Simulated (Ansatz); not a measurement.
# La3AlC (Pm-3m): a soft mode frozen in, part 2 of 2

Wanted: the energy along a soft mode of La3AlC (Pm-3m) and the structure at the end.

Ansatz 0.2.0; DFT PBEsol, scalar-relativistic, plane waves, PAW; PAW set soft_1.

So far, highest frequency on the path or at a solved wavevector (cm⁻¹): step 2 (phonons on a q mesh) 391. Also lowest frequency on the path (cm⁻¹): step 2 -169.

## (6) Relaxing from the distorted cell

Starting from the lowest point found, all atoms and the cell are let go, so that strain and other modes of the same symmetry can join in.

Contents of input.yaml:

```yaml
crystal:
  lattice:
    - [5.1318379723, 0.0, 0.0]
    - [0.0, 5.1318379723, 0.0]
    - [0.0, 0.0, 5.1318379723]
  atoms:
    - { symbol: La, position: [0.500455781, 0.499544219, -0.0002813923] }
    - { symbol: La, position: [0.500455781, -0.0002813923, 0.499544219] }
    - { symbol: La, position: [0.0002813923, 0.499544219, 0.499544219] }
    - { symbol: Al, position: [0.0008699069, -0.0008699069, -0.0008699069] }
    - { symbol: C, position: [0.4842494954, 0.5157505046, 0.5157505046] }
kpoints:
  mp_grid: { grid: [8, 8, 8] }
hamiltonian:
  xc: pbesol
  pseudopotentials: { kind: paw, azcp: { folder: soft_1 }, xc_functional: pbe }
scf:
  occupations: { method: methfessel_paxton, width: 0.2 }
output:
  forces: true
  stress: true
  eigenvalues: true
relax:
  adjacent_minimum: "off"
  f_tol: 0.002
  max_steps: 120
  cell: { stress_tol: 0.03 }
```

Started as:

```bash
$ ansatz run input.yaml --threads 4 --pin off --max-ram 10240MiB --backend cpu --events-out ev --progress --plain --runs-dir out
```

Numbers of over 12 decimals in the logs are rounded to 6 here.

Output:

```text
[...]
Crystal: 5 atoms, lattice volume = 135.151 Å³
Basis set: ecut = 420 eV, 2601 PW (Γ), exchange–correlation on 72×72×72 points (8 copies of the dense FFT grid, shifted against one another)
Bands: 25, of which v1, the nominal top of the filled ones, is band 20 counted from 1 (19 counted from 0)
Symmetry: 6 space group operations
[...]
k-points: 65 of 512 (time reversal used)
[...]
SCF iter   1: F=—  HF=-19257.896501 eV  |F-HF|=—  |Δ(HF+E_count)|=         —  Δρ=4.46e-2  dr2=7.76e0  ethr=3.10e-3  ⟨swp⟩=5.0  Hψ=7642  notcnv=0
[...]
SCF iter   9: F=-19256.451149 eV  HF=-19256.451149 eV  |F-HF|=1.14e-9  |Δ(HF+E_count)|=   1.53e-8  S|Δr|=    0.00e0  Δρ=1.65e-6  dr2=4.74e-9  ethr=2.50e-10  ⟨swp⟩=9.8  Hψ=8967  notcnv=0
SCF 1 converged in 9 iterations: F = -19256.451149 eV  dr2 = 4.74e-9
[...]
relax step   1: F+E_penalty+E_count = -19256.45114947 eV  Δ(F+E_penalty+E_count) = +0.000e0 eV  max|allowed force component| = 2.922e-2 eV/Å  Δτ_max = 0.0000 Å  P = +0.011 GPa  Ω = 135.151 Å³  (9 SCF iters, dr2 threshold 1.00e-7 eV, accepted)
Crystal: 5 atoms, lattice volume = 135.054 Å³
[...]
SCF iter   7: F=-19256.437270 eV  HF=-19256.437270 eV  |F-HF|=1.88e-9  |Δ(HF+E_count)|=   3.33e-9  S|Δr|=    0.00e0  Δρ=1.38e-6  dr2=3.81e-9  ethr=1.33e-10  ⟨swp⟩=9.4  Hψ=9394  notcnv=0
SCF 2 converged in 7 iterations: F = -19256.437270 eV  dr2 = 3.81e-9
relax step   2: F+E_penalty+E_count = -19256.43727047 eV  Δ(F+E_penalty+E_count) = +1.388e-2 eV  max|allowed force component| = 2.762e-1 eV/Å  Δτ_max = 0.0478 Å  P = -0.311 GPa  Ω = 135.054 Å³  energy of the carried Pulay correction = +1.788e-5 eV  (7 SCF iters, dr2 threshold 5.34e-8 eV, rejected (line search))
Crystal: 5 atoms, lattice volume = 135.107 Å³
[...]
SCF iter   9: F=-19256.452050 eV  HF=-19256.452050 eV  |F-HF|=7.28e-12  |Δ(HF+E_count)|=    0.00e0  S|Δr|=    0.00e0  Δρ=5.35e-8  dr2=5.51e-12  ethr=1.00e-12  ⟨swp⟩=9.3  Hψ=10987  notcnv=0
SCF 3 converged in 9 iterations: F = -19256.452050 eV  dr2 = 5.51e-12
relax step   3: F+E_penalty+E_count = -19256.45205023 eV  Δ(F+E_penalty+E_count) = -9.008e-4 eV  max|allowed force component| = 3.197e-2 eV/Å  Δτ_max = 0.0106 Å  P = -0.029 GPa  Ω = 135.107 Å³  energy of the carried Pulay correction = +8.033e-6 eV  (9 SCF iters, accepted)
[...]
relax step   4: F+E_penalty+E_count = -19256.45233922 eV  Δ(F+E_penalty+E_count) = -2.890e-4 eV  max|allowed force component| = 3.126e-2 eV/Å  Δτ_max = 0.0051 Å  P = -0.033 GPa  Ω = 135.102 Å³  energy of the carried Pulay correction = +9.112e-6 eV  (5 SCF iters, dr2 threshold 6.39e-8 eV, accepted)
[...]
relax step   5: F+E_penalty+E_count = -19256.45306649 eV  Δ(F+E_penalty+E_count) = -7.273e-4 eV  max|allowed force component| = 6.896e-3 eV/Å  Δτ_max = 0.0297 Å  P = +0.003 GPa  Ω = 134.992 Å³  energy of the carried Pulay correction = +2.939e-5 eV  (6 SCF iters, dr2 threshold 6.11e-8 eV, accepted)
[...]
relax step   6: F+E_penalty+E_count = -19256.45311251 eV  Δ(F+E_penalty+E_count) = -4.602e-5 eV  max|allowed force component| = 2.357e-3 eV/Å  Δτ_max = 0.0048 Å  P = -0.015 GPa  Ω = 135.048 Å³  energy of the carried Pulay correction = +1.911e-5 eV  (6 SCF iters, dr2 threshold 6.57e-9 eV, accepted)
[...]
relax step   7: F+E_penalty+E_count = -19256.45314466 eV  Δ(F+E_penalty+E_count) = -3.215e-5 eV  max|allowed force component| = 1.336e-3 eV/Å  Δτ_max = 0.0013 Å  P = -0.005 GPa  Ω = 135.027 Å³  energy of the carried Pulay correction = +2.293e-5 eV  (5 SCF iters, dr2 threshold 3.87e-9 eV, accepted)
[...]
SCF iter   5: F=-19256.453130 eV  HF=-19256.453130 eV  |F-HF|=3.64e-12  |Δ(HF+E_count)|=  1.09e-11  S|Δr|=    0.00e0  Δρ=5.72e-8  dr2=4.34e-12  ethr=1.00e-12  ⟨swp⟩=6.0  Hψ=7788  notcnv=0
SCF 8 converged in 5 iterations: F = -19256.453130 eV  dr2 = 4.34e-12
relax step   8: F+E_penalty+E_count = -19256.45312962 eV  Δ(F+E_penalty+E_count) = +1.504e-5 eV  max|allowed force component| = 1.328e-3 eV/Å  Δτ_max = 0.0000 Å  P = -0.006 GPa  Ω = 135.027 Å³  stress off target by 8.26e-3 GPa  SCF on the basis re-selected at this cell (its energy is not comparable with the rows above)  (5 SCF iters)
basis re-selected at this cell: Δ(F+E_penalty+E_count) = +1.504e-5 eV, ΔP = -0.000 GPa vs the last step (what re-selecting the basis moved, of the pressure what is left beyond the Pulay correction that the steps carried, after the strain that the cell walked since its last selection, with what the two solves' SCF thresholds leave and, on support functions, any second-order correction that the steps lacked; it is no m [...]
SCF converged after 5 iterations
[...]
Free energy (F): -19256.453130 eV
[...]
Internal energy: -19256.451891 eV  (E = F + TS)
E sigma→0 (E₀):  -19256.452820 eV
Entropy (-TS):   -0.001239 eV (-0.248 meV/atom)
Fermi energy:    9.928039 eV
[...]
--- Forces (eV/Å), atoms counted from 1 ---
  atom   1  La     0.00058418    -0.00058418    -0.00004092
  atom   2  La     0.00058418    -0.00004092    -0.00058418
  atom   3  La     0.00004092    -0.00058418    -0.00058418
  atom   4  Al    -0.00132808     0.00132808     0.00132808
  atom   5  C      0.00011862    -0.00011862    -0.00011862
  max |Σ_I F_I| component: 1.81e-7 eV/Å
--- Stress (GPa, compression-positive) ---
       -0.005623      -0.002641      -0.002641
       -0.002641      -0.005623       0.002641
       -0.002641       0.002641      -0.005623
  P = ⅓ Tr σ = -0.0056 GPa (-0.056 kbar)
--- Band table (eV; the first three rows and the last of 65) ---
  k-point 0: bands = [... 16 lower, 9.1691, 9.1875, 9.1875, 10.0828, 10.0828, 10.2898, 10.9270, 10.9427, ... 1 higher]
  k-point 1: bands = [... 16 lower, 9.1871, 9.2044, 9.3275, 9.8171, 10.0983, 10.2458, 10.8305, 10.9173, ... 1 higher]
  k-point 2: bands = [... 16 lower, 9.1234, 9.2268, 9.5103, 9.7462, 9.9976, 10.1378, 10.8629, 11.0681, ... 1 higher]
  k-point 64: bands = [... 16 lower, 6.7398, 10.3410, 10.3610, 10.3610, 11.0629, 11.0629, 11.0823, 11.6264, ... 1 higher]
--- Relaxed structure (7 steps of the walk, 6 accepted, 1 SCFs on fresh bases) ---
  F+E_penalty+E_count = -19256.45312962 eV   max|allowed force component| = 1.328e-3 eV/Å   (the final SCF, on the basis selected at the relaxed cell)
  cell:  # Å, volume = 135.0269 Å³
    - [5.130275, -0.00569975, -0.00569975]
    - [-0.00569975, 5.130275, 0.00569975]
    - [-0.00569975, 0.00569975, 5.130275]
  atoms:
    - { symbol: La, position: [0.502232, 0.497768, 1.407343531123015e-5] }
    - { symbol: La, position: [0.502232, 1.4073435311230285e-5, 0.497768] }
    - { symbol: La, position: [-1.4073435311230068e-5, 0.497768, 0.497768] }
    - { symbol: Al, position: [0.00202799, -0.00202799, -0.00202799] }
    - { symbol: C, position: [0.479834, 0.520166, 0.520166] }
```

The job ended after 53 s (4 threads of Arm Neoverse V2, shared host; peak memory 0.55 GiB).

Relaxation path:

```tsv
step	energy less that of the first step (eV)	largest force component (eV/Å)	pressure (GPa)	volume (Å³)
1	0.0000	0.0292	0.01	135.15
2	0.0139	0.2762	-0.31	135.05
3	-0.0009	0.0320	-0.03	135.11
4	-0.0012	0.0313	-0.03	135.10
5	-0.0019	0.0069	0.00	134.99
6	-0.0020	0.0024	-0.01	135.05
7	-0.0020	0.0013	-0.01	135.03
8*	-0.0020	0.0013	-0.01	135.03
```

Relaxation steps marked * repeat the geometry before them on a plane-wave basis chosen anew for their cell, so energy and pressure can jump there. Relaxation step 2 was tried and not accepted.

Forces are held to the 6 operations that the run works with; a distortion that breaks them can't arise in this run.

```tsv
conventional cell, symmetrised	before	after	change
a (Å)	7.258	7.247	-0.1 %
b (Å)	7.258	7.247	-0.1 %
c (Å)	8.889	8.906	+0.2 %
volume (Å³/atom)	27.03	27.01	-0.1 %
```

The atoms that moved most (Å, as changes of fractional coordinates times the final cell):

```tsv
atom	dx	dy	dz	length
C5	-0.023	0.023	0.023	0.039
La1	0.009	-0.009	0.001	0.013
La2	0.009	0.001	-0.009	0.013
La3	-0.001	-0.009	-0.009	0.013
Al4	0.006	-0.006	-0.006	0.010
```

The relaxed structure:

```xyz
5
Lattice="5.1303 -0.0057 -0.0057 -0.0057 5.1303 0.0057 -0.0057 0.0057 5.1303" Properties=species:S:1:pos:R:3 pbc="T T T"
La    2.5738    2.5508    0.0000
La    2.5738    0.0000    2.5508
La   -0.0057    2.5565    2.5565
Al    0.0104   -0.0104   -0.0104
C     2.4558    2.6688    2.6688
```

Numbers from this step:

| Quantity | Value |
| --- | --- |
| pressure | -0.005623 GPa |
| volume per atom | 27.01 Å³ |

The distorted start has space group R3m; the relaxation ends in R3m.

## (7) The new phase in its own primitive cell

The relaxed structure is symmetrised, reduced to its primitive cell and relaxed tightly, as its phonons need.

input.yaml, the sections that differ from step 6:

```yaml
crystal:
  lattice:
    - [3.6236220382, 2.0920991592, 2.9685472669]
    - [-3.6236220382, 2.0920991592, 2.9685472669]
    - [0.0, -4.1841983184, 2.9685472669]
  atoms:
    - { symbol: La, position: [0.5022321217, 0.9999859266, 0.5022321217] }
    - { symbol: La, position: [0.9999859266, 0.5022321217, 0.5022321217] }
    - { symbol: La, position: [0.5022321217, 0.5022321217, 0.9999859266] }
    - { symbol: Al, position: [0.0020279917, 0.0020279917, 0.0020279917] }
    - { symbol: C, position: [0.4798341949, 0.4798341949, 0.4798341949] }
kpoints:
  mp_grid: { grid: [9, 9, 9] }
relax:
  adjacent_minimum: "off"
  f_tol: 0.001
  max_steps: 60
  cell: { stress_tol: 0.01 }
# hamiltonian, scf, output: as in step 6
```

Output:

```text
[...]
Crystal: 5 atoms, lattice volume = 135.027 Å³
Basis set: ecut = 420 eV, 2601 PW (Γ), exchange–correlation on 72×72×72 points (8 copies of the dense FFT grid, shifted against one another)
Bands: 25, of which v1, the nominal top of the filled ones, is band 20 counted from 1 (19 counted from 0)
Symmetry: 6 space group operations
[...]
k-points: 85 of 729 (time reversal used)
[...]
cell:  # Å, volume = 135.0158 Å³
    - [3.623813, 2.092209, 2.967989]
    - [-3.623813, 2.092209, 2.967989]
    - [0, -4.184419, 2.967989]
  atoms:
    - { symbol: La, position: [0.502152, 0.999998, 0.502152] }
    - { symbol: La, position: [0.999998, 0.502152, 0.502152] }
    - { symbol: La, position: [0.502152, 0.502152, 0.999998] }
    - { symbol: Al, position: [0.0017487, 0.0017487, 0.0017487] }
    - { symbol: C, position: [0.480261, 0.480261, 0.480261] }
[key lines of the parts left out:]
SCF converged after 6 iterations
Free energy (F): -19256.455920 eV
Fermi energy:    9.935154 eV
P = ⅓ Tr σ = 0.0003 GPa (0.003 kbar)
```

The job ended after 44 s (4 threads; peak memory 0.59 GiB; 2.9 min of CPU time).

Little changed from the start: no atom moved by 0.005 Å and no cell edge by 0.1 %.

Numbers from this step:

* pressure: 3.37e-4 GPa
* volume per atom: 27.00 Å³

The largest force component left is 0.59 meV/Å and the pressure is 0.000 GPa, within the tolerances set. The cell now holds 27.00 Å³/atom.

## (8) Modes of the new phase, k-mesh 9×9×9

A relaxed structure may still be a saddle point, so its zone-centre modes are computed. No field response is asked, since the mesh shows no gap.

input.yaml, the sections that differ from step 7:

```yaml
crystal:
  lattice:
    - [3.623813031, 2.092209429, 2.9679892394]
    - [-3.623813031, 2.092209429, 2.9679892394]
    - [0.0, -4.1844188579, 2.9679892394]
  atoms:
    - { symbol: La, position: [0.5021523765, 0.9999977154, 0.5021523765] }
    - { symbol: La, position: [0.9999977154, 0.5021523765, 0.5021523765] }
    - { symbol: La, position: [0.5021523765, 0.5021523765, 0.9999977154] }
    - { symbol: Al, position: [0.0017487004, 0.0017487004, 0.0017487004] }
    - { symbol: C, position: [0.4802611879, 0.4802611879, 0.4802611879] }
output:
  eigenvalues: true
phonons:
  method: dfpt
# kpoints, hamiltonian, scf: as in step 7
# relax: removed
```

Output:

```text
[...]
Crystal: 5 atoms, lattice volume = 135.016 Å³
Basis set: ecut = 420 eV, 2601 PW (Γ), exchange–correlation on 72×72×72 points (8 copies of the dense FFT grid, shifted against one another)
Bands: 25, of which v1, the nominal top of the filled ones, is band 20 counted from 1 (19 counted from 0)
Symmetry: 6 space group operations
k-points: 365 of 729 (irreducible under 1 space group operation, time reversal used)
[...]
SCF iter   1: F=—  HF=-19257.872743 eV  |F-HF|=—  |Δ(HF+E_count)|=         —  Δρ=4.47e-2  dr2=7.65e0  ethr=3.10e-3  ⟨swp⟩=5.0  Hψ=42645  notcnv=0
[...]
SCF iter  11: F=-19256.455920 eV  HF=-19256.455920 eV  |F-HF|=3.64e-12  |Δ(HF+E_count)|=  2.18e-11  S|Δr|=    0.00e0  Δρ=5.49e-8  dr2=3.69e-12  ethr=1.00e-12  ⟨swp⟩=18.6  Hψ=78029  notcnv=0
SCF 1 converged in 11 iterations: F = -19256.455920 eV  dr2 = 3.69e-12
[...]
DFPT response loops at Γ: preconditioner auto → Kerker (q_TF=auto, 2.228 Å⁻¹) (partly filled bands, converged f_vac=0.000); β = 1.00, the filter's whole step (`scf.mixing.beta` (0.50) is not read by the response loops under this deck's `scf.mixing.preconditioner`; to damp them name `kerker` or `kerker_dos`, under which they read `scf.mixing.beta`, and type it under 1.00, their step now; both keys bind the ground state too); Broyden in place of MSR1
SCF converged after 11 iterations
[...]
Free energy (F): -19256.455920 eV
[...]
Internal energy: -19256.460865 eV  (E = F + TS)
E sigma→0 (E₀):  -19256.457156 eV
Entropy (-TS):   0.004946 eV (0.989 meV/atom)
Fermi energy:    9.935154 eV
[...]
--- Band table (eV; the first three rows and the last of 365) ---
  k-point 0: bands = [... 16 lower, 9.1714, 9.1916, 9.1916, 10.0838, 10.0838, 10.2845, 10.9277, 10.9429, ... 6 higher]
  k-point 1: bands = [... 16 lower, 9.1917, 9.2102, 9.2958, 9.8701, 10.0996, 10.2472, 10.8452, 10.9180, ... 6 higher]
  k-point 2: bands = [... 16 lower, 9.1574, 9.2201, 9.5257, 9.6333, 10.0382, 10.1680, 10.8252, 11.0086, ... 6 higher]
  k-point 364: bands = [... 16 lower, 8.9966, 9.1539, 9.1667, 9.6405, 10.1600, 10.5751, 11.1986, 11.5472, ... 6 higher]
--- Phonons (Γ-DFPT): 6 representative perturbations + reference, on 365 of 729 k-points (Σ response iterations 22) ---
  k mesh reduced under 1 symmetry operation, with k and −k counted as one. Each operation leaves every solved perturbation unchanged. A smaller set is not used because it would not reduce the number of displacements times k-points to solve
  ASR residual: 5.306e-5 → 0.000e0 eV/Å²; symmetrization residual: 4.281e-6 eV/Å²
  ASR residual per site (eV/Å²): 4.59e-5 4.59e-5 5.31e-5 2.52e-6 4.08e-6
[...]
non-analytic LO–TO correction: not included (Born effective charges unavailable; polar crystals: no LO–TO splitting at Γ)
```

Run time: 4.9 min. Hardware: 4 threads; peak memory 5.5 GiB.

This step gave:

| Quantity | Value |
| --- | --- |
| sum-rule residual before enforcement | 5.31e-5 eV/Å² |
| point group | 3m |
| highest optical mode at the zone centre (no LO-TO term) | 223.2 cm⁻¹ |
| lowest optical zone-centre mode | -51.46 cm⁻¹ |

Patterns of degenerate modes are one choice out of their space. Modes at Γ, with each element's share of the kinetic energy (negative means imaginary):

```tsv
mode	frequency (cm⁻¹)	symmetry	La %	Al %	C %
1	-51.5	E	92	0	8
2	-51.5	E	92	0	8
3	-36.3	A2	100	0	0
4	0.0	acoustic	91	6	3
5	0.0	acoustic	91	6	3
6	0.0	acoustic	91	6	3
7	94.1	E	45	0	55
8	94.1	E	45	0	55
9	121.7	A1	74	19	7
10	125.8	E	9	88	3
11	125.8	E	9	88	3
12	135.3	A1	22	75	3
13	154.3	E	63	5	31
14	154.3	E	63	5	31
15	223.2	A1	12	0	87
```

Displacements in mode 2 (-51.5 cm⁻¹), the largest set to 1:
```
La1  0.21  0.58 -0.13
La2 -0.55 -0.08  0.66
La3  0.40 -0.42 -0.53
Al4  0.07  0.08  0.00
C5  -0.86 -1.00  0.00
```

Displacements in mode 15 (223.2 cm⁻¹), the largest set to 1:
```
La1  0.05 -0.03 -0.03
La2 -0.05 -0.03 -0.03
La3  0.00  0.06 -0.03
Al4  0.00  0.00 -0.01
C5   0.00  0.00  1.00
```

Before it was imposed, the acoustic sum rule was missed by 5.3e-5 eV/Å². Small misses are needed for a sound result but don't prove that mesh and cutoff are converged. The lowest optical mode is imaginary, 51.5i cm⁻¹, so the energy falls along it.

## (9) Results

| Property | Result |
| --- | --- |
| unstable mode of the parent | q = (0, 0, 0), 169i cm⁻¹ |
| depth at the lowest point sampled | 1.63 meV/atom |
| largest atomic shift at that point | 0.14 Å |
| space group reached (within 0.01 Å) | R3m |
| energy gained over the parent (first relaxation, on the mesh of the frozen mode) | 2.12 meV/atom |
| volume per atom, phase reached | 27.0 Å³ |
| lowest optical zone-centre mode, phase reached | -51.5 cm⁻¹ |
| highest optical mode at the zone centre (no LO-TO term), phase reached | 223 cm⁻¹ |

**Reading.** Along this mode the structure falls into R3m, 2.12 meV/atom below the parent. At the parent's cell the well is 1.629 meV/atom deep on the steps tried, with its lowest point at a shift of 0.14 Å. Relaxing atoms and cell changes the gain by +0.49 meV/atom against the lowest step (energies at zero smearing). The new phase still has an imaginary mode at the zone centre of its cell, so it is a saddle point on the way to a lower structure. Of the 5 patterns followed to their end from this parent, this one ends 5.37 meV/atom above the lowest, Amm2. Another end point lies within 1 meV/atom; how such a difference moves with mesh and cutoff was not tested. Each path keeps the symmetry of its pattern, so a lower phase may lie along a pattern not tried. With no gap, or one that is small against the smearing, the frequencies hang on the k mesh and the smearing, most of all near Kohn anomalies. Spin-orbit coupling is left out, which can matter for the heavy elements here. The PAW files were made for PBE and serve the other functionals too. A phonon run warned that its eigensolver left some bands unconverged in a pass.

[Logs are printed without paths, hosts, clocks, repeated set-up lines and the standing remarks that a program may print on its own settings, such as how far it seeks lower states.]

[Hosts, paths, dates, database ids (printed as entryN), source tags and the programs' standing remarks are cut or masked in the printed files.]
